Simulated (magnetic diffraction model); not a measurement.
# Moment size from magnetic intensity in Mn₂Cr

Space group Fd-3m (no. 227, origin choice 1), a = 6.7200 Å.

```csv
site,atom,x,y,z
16c,Mn,3/8,1/8,3/8
8b,Cr,1/4,3/4,1/4
```

This is a made-up structure (elements placed in a structure type, unrelaxed), so the numbers test the method and describe no known phase.

Only Mn and Cr are taken to order (form factors of Mn2+ and Cr2+); orders and moment sizes are assumed, and not adapted to the symmetry. Radiation: neutrons of λ = 2.0775 Å, 3° to 80°; isotropic B of 0.56 Å² (Mn) and 0.66 Å² (Cr). Simulated constant-wavelength pattern: nuclear and magnetic terms add, the magnetic one as |2.695 fm × Σ f S⊥ exp(2πi Q·r) exp(−B s²)|², summed over all Q at one angle with the factor 1/(sin²θ cos θ). For collinear order S is the moment m, which repeats by lattice and centring translations R with the sign exp(−2πi k·R). Free-ion form factors, Sears's scattering lengths of 1992, no absorption; a label names one of the reflections at its angle. The strongest nuclear line in the range is 100, and lines under 0.2 are left out.

In a first state the assumed order is k = (0 0 0), collinear moments along [110], 2.39 μB on Mn and 1.08 μB on Cr; signs + at (3/8, 1/8, 3/8), + at (7/8, 7/8, 1/8), + at (5/8, 7/8, 3/8), + at (1/8, 1/8, 1/8), − at (1/4, 3/4, 1/4), − at (0, 0, 1/2), with this pattern:

| 2θ (°) | index | nuclear | magnetic |
| --- | --- | --- | --- |
| 31.06 | (1 1 1) | 100.0 | 83.7 |
| 51.85 | (2 2 0) | 19.3 | 2.9 |
| 61.68 | (3 1 1) | 3.0 | 8.9 |
| 64.75 | (2 2 2) | 37.9 | 19.7 |
| 76.39 | (4 0 0) | 49.1 | 11.3 |

**Question.** Nearer the ordering temperature the line at 31.06° has total intensity 141.0 on the same scale, and all moments have shrunk alike. How large is the Mn moment?

The nuclear part, 100.0, stays, so the magnetic part is 41.0 against 83.7. It goes as m², so m = 2.39 × √(41.0/83.7) = 1.67 μB; the value used was 1.67 μB.

[Logs are printed without paths, hosts, clocks, repeated set-up lines and the standing remarks that a program may print on its own settings, such as how far it seeks lower states.]
